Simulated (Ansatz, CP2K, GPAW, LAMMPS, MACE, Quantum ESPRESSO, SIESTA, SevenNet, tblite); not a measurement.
# Running liquid (Cs,Li)Cl at 1400 K (68 atoms) with tblite

How near does tblite come to plane waves for liquid (Cs,Li)Cl at 1400 K (68 atoms)?

Program: tblite 0.8.0. Level of theory: the method is named at each step. Results are calculated unless marked as measured.

### 1. The starting structure

The cell holds 68 atoms: 22 Cs, 12 Li and 34 Cl. Cell: a = 14.507 Å, b = 14.507 Å, c = 14.507 Å, α = 90.0°, β = 90.0°, γ = 90.0°. 68 atoms (22 Cs, 12 Li, 34 Cl) placed at random at 2.29 g/cm³, melted at 1800 K for 10 ps at fixed volume with the Lennard-Jones and Coulomb ion parameters for SPC/E (Joung and Cheatham, J. Phys. Chem. B 112, 9020 (2008)), full charges. Snapshot at the end of a hold of 20 ps at 1400 K and fixed volume.

The yardstick, on the same geometry:

| Property | Result |
| --- | --- |
| method | Kohn-Sham DFT, PBE, SSSP efficiency 1.3.0 pseudopotentials, plane waves (Quantum ESPRESSO 7.5); sssp-pbe-1.3.0-efficiency, cutoffs 45/360 Ry, Γ point |
| r.m.s. force component | 0.5272 eV/Å |
| longest force | 1.91 eV/Å |
| pressure | 1.048 GPa |
| gap (highest filled to lowest empty level) | 2.948 eV |
| time | 3.9 min on 4 MPI ranks of Arm Neoverse V2, shared host |
| CPU time | 16 min |

### 2. GFN1-xTB

Method: GFN1-xTB tight binding, diagonalisation.

Input file run.py:

```python
import numpy as np
from ase.io import read
from tblite.ase import TBLite

atoms = read("structure.xyz")
atoms.calc = TBLite(method="GFN1-xTB", electronic_temperature=580, accuracy=1.0, max_iterations=250, mixer_damping=0.4, verbosity=1)
energy = atoms.get_potential_energy()
forces = atoms.get_forces()
print(f"energy {energy:.6f} eV")
print("forces (eV/A)")
for i, (a, f) in enumerate(zip(atoms, forces)):
    print(f"{i:4d} {a.symbol:2s} {f[0]:10.5f} {f[1]:10.5f} {f[2]:10.5f}")
stress = -atoms.get_stress(voigt=False) * 160.21766
print("stress (GPa, compression positive)")
for row in stress:
    print(" ".join(f"{x:10.4f}" for x in row))
print("charges (e)")
print(np.array2string(atoms.get_charges(), precision=4, suppress_small=True, max_line_width=110, threshold=100000))
```

Input file structure.xyz:

```xyz
68
Lattice="14.50730 0.00000 0.00000 0.00000 14.50730 0.00000 0.00000 0.00000 14.50730" Properties=species:S:1:pos:R:3 pbc="T T T"
Cs 8.04241 2.53152 1.23820
Cs 5.90549 1.41548 11.51270
Cs 12.38271 9.84639 11.56464
Cs 2.23514 6.96408 12.38387
Cs 3.63205 5.50813 8.00339
Cs 8.72861 7.46995 12.48339
Cs 4.67701 9.76893 9.68261
Cs 0.11910 2.41430 8.12119
Cs 11.82316 3.29736 13.82067
Cs 1.52747 12.69099 11.30931
Cs 11.16366 11.86509 0.87247
Cs 10.85784 7.17371 1.65876
Cs 6.28848 11.75918 13.24952
Cs 9.33081 8.79404 7.59486
Cs 12.65399 12.29116 7.88573
Cs 10.91993 5.69499 6.49782
Cs 5.76390 6.04635 2.20511
Cs 2.05641 7.42629 4.62275
Cs 4.15068 13.46234 7.16356
Cs 2.03595 13.71303 2.10646
Cs 2.46494 3.45970 13.93687
Cs 7.18097 9.81361 3.39543
Li 11.53330 13.78745 11.62920
Li 0.45263 8.54494 8.42149
Li 12.59843 6.06608 10.36822
Li 13.14623 0.38691 14.17523
Li 10.72220 1.70040 3.79206
Li 8.27235 13.66588 9.44889
Li 3.11254 3.35917 4.66569
Li 8.01325 1.87376 6.06057
Li 14.46740 5.66684 2.33727
Li 6.91142 5.24120 7.49128
Li 9.36316 3.87490 9.60456
Li 9.07519 13.29797 6.50304
Cl 4.85197 8.59180 12.37763
Cl 4.15300 1.73348 5.95336
Cl 7.79883 11.33165 6.64492
Cl 11.24664 13.74552 5.40861
Cl 14.37021 6.11410 9.08563
Cl 13.16741 1.13563 11.48717
Cl 8.49925 5.44590 0.56622
Cl 5.12369 4.95105 5.10381
Cl 1.37979 12.80400 8.04473
Cl 0.93964 0.56332 14.32045
Cl 9.54725 13.06905 12.91498
Cl 5.52786 12.84433 10.08489
Cl 2.70909 8.29020 7.41657
Cl 11.40694 1.19134 1.42143
Cl 10.79053 14.08847 9.19763
Cl 6.52277 7.26758 8.74224
Cl 10.18137 6.11758 9.37969
Cl 3.95498 8.59021 2.83212
Cl 3.04117 4.45157 11.18078
Cl 0.26926 5.40469 0.03409
Cl 9.23854 7.78143 4.37119
Cl 11.71827 7.46995 12.95154
[... 8 atom lines left out ...]
Cl 13.28477 12.75163 12.97896
Cl 8.37666 0.98243 3.99255
Cl 2.63017 4.16983 2.44840
Cl 0.64833 9.52956 10.79619
```

Command:

```console
$ OMP_NUM_THREADS=1 python run.py > output.txt
```

Log:

```text
------------------------------------------------------------
  cycle        total energy    energy error   density error
------------------------------------------------------------
      1     -159.2013779744  -1.5909914E+02   5.8133995E-01
      2     -138.5101725629   2.0691205E+01   3.6423424E-01
      3      8994.817446646   9.1333276E+03   2.9993356E+00
      4     -156.3551924119  -9.1511726E+03   9.1328617E-02
      5     -155.6132481983   7.4194421E-01   7.6197714E-02
      6     -157.7998250026  -2.1865768E+00   4.8397156E-02
      7     -158.6755863251  -8.7576132E-01   3.9765877E-02
      8     -159.6539862688  -9.7839994E-01   1.9647226E-02
      9     -159.8134650784  -1.5947881E-01   1.2920807E-02
     10     -159.9513425469  -1.3787747E-01   8.8721617E-04
     11     -159.9516810275  -3.3848061E-04   6.0037630E-04
     12     -159.9517913387  -1.1031123E-04   5.0126873E-04
     13     -159.9519485748  -1.5723604E-04   7.4373219E-05
     14     -159.9519516398  -3.0650262E-06   4.6755457E-05
     15     -159.9519535696  -1.9297731E-06   7.0249838E-06
     16     -159.9519536022  -3.2604305E-08   2.6885227E-06
------------------------------------------------------------
 total:                                   1.936 sec
energy -4352.514355 eV
forces (eV/A)
   0 Cs   -0.09756   -0.19900   -0.17442
   1 Cs    0.05271    0.06684   -0.08361
   2 Cs   -0.12190    0.34576   -0.19549
   3 Cs   -0.28662    1.03239   -0.37838
   4 Cs   -0.24550   -0.13853    0.14216
   5 Cs   -0.35650   -0.10236   -0.12385
   6 Cs   -0.20488   -0.01803   -0.27303
   7 Cs    0.11454   -0.05280    0.20798
   8 Cs    0.11758    0.60172   -0.23954
   9 Cs    0.06454    0.07975   -0.00767
  10 Cs   -0.09230   -0.05451    0.04591
  11 Cs    0.08647    0.04110    0.01971
  12 Cs    0.24018   -0.56870   -0.06503
  13 Cs   -0.91416    1.68221    0.57630
  14 Cs    0.30734   -0.23468   -0.02086
  15 Cs    1.32382   -1.32534   -0.83149
  16 Cs   -0.08175    0.10865   -0.06297
  17 Cs   -0.22185   -0.31350    0.06814
  18 Cs    0.29470   -0.15862    0.05565
  19 Cs    0.27175   -0.07732    0.17314
  20 Cs    0.10375   -0.93068    0.35260
  21 Cs   -0.13469    0.05437    0.17552
  22 Li    0.09970    0.15147   -0.02898
  23 Li    0.08576   -0.13680    0.32937
[...]
60 Cl    0.01994    0.33536   -0.33940
  61 Cl   -0.32384   -0.10188   -0.72162
  62 Cl    0.04867   -0.29164   -0.25020
  63 Cl    0.37069    0.04931   -0.32525
  64 Cl   -0.43878   -0.11051    0.26411
  65 Cl    0.49087    0.33436    0.34938
  66 Cl   -0.16009   -0.06967    0.33549
  67 Cl    0.39483   -0.06768   -0.32279
stress (GPa, compression positive)
   -2.5872    -0.1693     0.0513
   -0.1693    -1.7782    -0.1871
    0.0513    -0.1871    -2.4138
charges (e)
[ 0.8237  0.816   0.8023  0.8054  0.7934  0.8127  0.8084  0.8092  0.7973  0.8134  0.8179  0.804   0.8155
  0.8227  0.8118  0.8121  0.8028  0.7885  0.8248  0.8391  0.8117  0.8182  0.4691  0.5     0.4873  0.4756
  0.494   0.4795  0.4642  0.4472  0.4833  0.4857  0.4646  0.4689 -0.8141 -0.6971 -0.6661 -0.6629 -0.5532
 -0.6562 -0.8105 -0.6428 -0.8214 -0.7099 -0.6992 -0.7433 -0.7075 -0.6186 -0.6071 -0.6606 -0.6082 -0.8303
 -0.8196 -0.6666 -0.8071 -0.7498 -0.717  -0.8274 -0.5256 -0.6902 -0.7949 -0.6663 -0.7221 -0.5125 -0.6334
 -0.565  -0.6418 -0.722 ]
```

Elapsed: 2.4 s, on 1 thread of Arm Neoverse V2, shared host; peak memory 0.17 GiB.

Banners, paths, timers and routine set-up lines are dropped from the logs unmarked, and long logs keep their key lines alone; longer cuts are marked.

Numbers from this run, and their distance from the reference:

* r.m.s. force component: 0.3556 eV/Å
* r.m.s. difference of force components: 348.8 meV/Å
* longest difference of force vectors: 1965 meV/Å
* force difference over r.m.s. force: 66.16 %
* slope of forces against the reference's: 0.5087
* correlation of force components: 0.754
* pressure: -2.26 GPa
* pressure difference: -3.308 GPa

Length of the force difference by element (eV/Å):

```tsv
element	atoms	mean	most
Cl	34	0.44	1.1
Cs	22	0.67	2.0
Li	12	0.20	0.38
```

Local excerpt of 10 atoms (numbers count through the whole input) about Cs2, which has 3 bonded neighbours where the commonest count for Cs is 4; x, y, z are measured from there.

```tsv
atom	x	y	z	distance (Å)	bonds	Mulliken charge (e)	Fx	Fy	Fz (eV/Å)
Cs2	0.00	0.00	0.00	0.00	3	0.82	0.05	0.07	-0.08
Cl58	-0.61	-1.69	2.73	3.27	2	-0.83	-0.24	0.54	0.29
Cl46	-0.38	-3.08	-1.43	3.41	4	-0.74	0.43	0.14	0.10
Li28	2.37	-2.26	-2.06	3.87	2	0.48	-0.05	-0.06	0.03
Cl64	1.52	-0.94	-3.60	4.02	5	-0.51	0.37	0.05	-0.33
Cl62	3.51	2.08	0.45	4.11	2	-0.67	-0.32	-0.10	-0.72
Cl53	-2.86	3.04	-0.33	4.19	3	-0.82	0.31	-0.52	-0.31
Cs13	0.38	-4.16	1.74	4.53	5	0.82	0.24	-0.57	-0.07
Li33	3.46	2.46	-1.91	4.65	3	0.46	0.09	0.35	0.24
Cs21	-3.44	2.04	2.42	4.68	4	0.81	0.10	-0.93	0.35
```

Atoms are counted from 1 here, from 0 in the log.

Forces lie 66 % from the reference's, at 0.0026 times its CPU time (on 1 against 4 cores).

### 3. Outcome

* force difference from the reference: tblite GFN1-xTB, 66 %
* its CPU time: 2.4 s

Tight binding differs by 66 % (tblite GFN1-xTB); it is another model, with fitted parameters of its own, and the xTB methods hold dispersion. One electronic-structure run takes under half the reference's CPU time: tblite GFN1-xTB, at 66 % in 2.4 s against 16 min, too far off to be of use; its pressure misses by -3.3 GPa. Periodic xTB results under one method name differ between programs and library versions. The reference's pressure holds the uncorrected Pulay stress of its 45 Ry basis, so small pressure differences, and their order, may be the reference's own error. The frame stands for 1400 K, but pressures are static and levels are smeared at 580 K. The network of bonds at the start is that of the classical potential that made the cell, and needn't be the one that DFT or experiment would give. The ion parameters were fitted for water, not for melts, so the starting structure of this cell may lie well off the real melt's. The electronic-structure runs sample only Γ, in a cell whose shortest periodic width is 15 Å. Spin–orbit coupling is left out, which matters for the levels of the heavy elements.

[Also dropped from logs without a mark: logging warnings of Python, and SIESTA's first energy breakdown and zero terms.]

[Logs are printed without paths, hosts, clocks, repeated set-up lines and the standing remarks that a program may print on its own settings, such as how far it seeks lower states.]

[Hosts, paths, dates, database ids (printed as entryN), source tags and the programs' standing remarks are cut or masked in the printed files.]
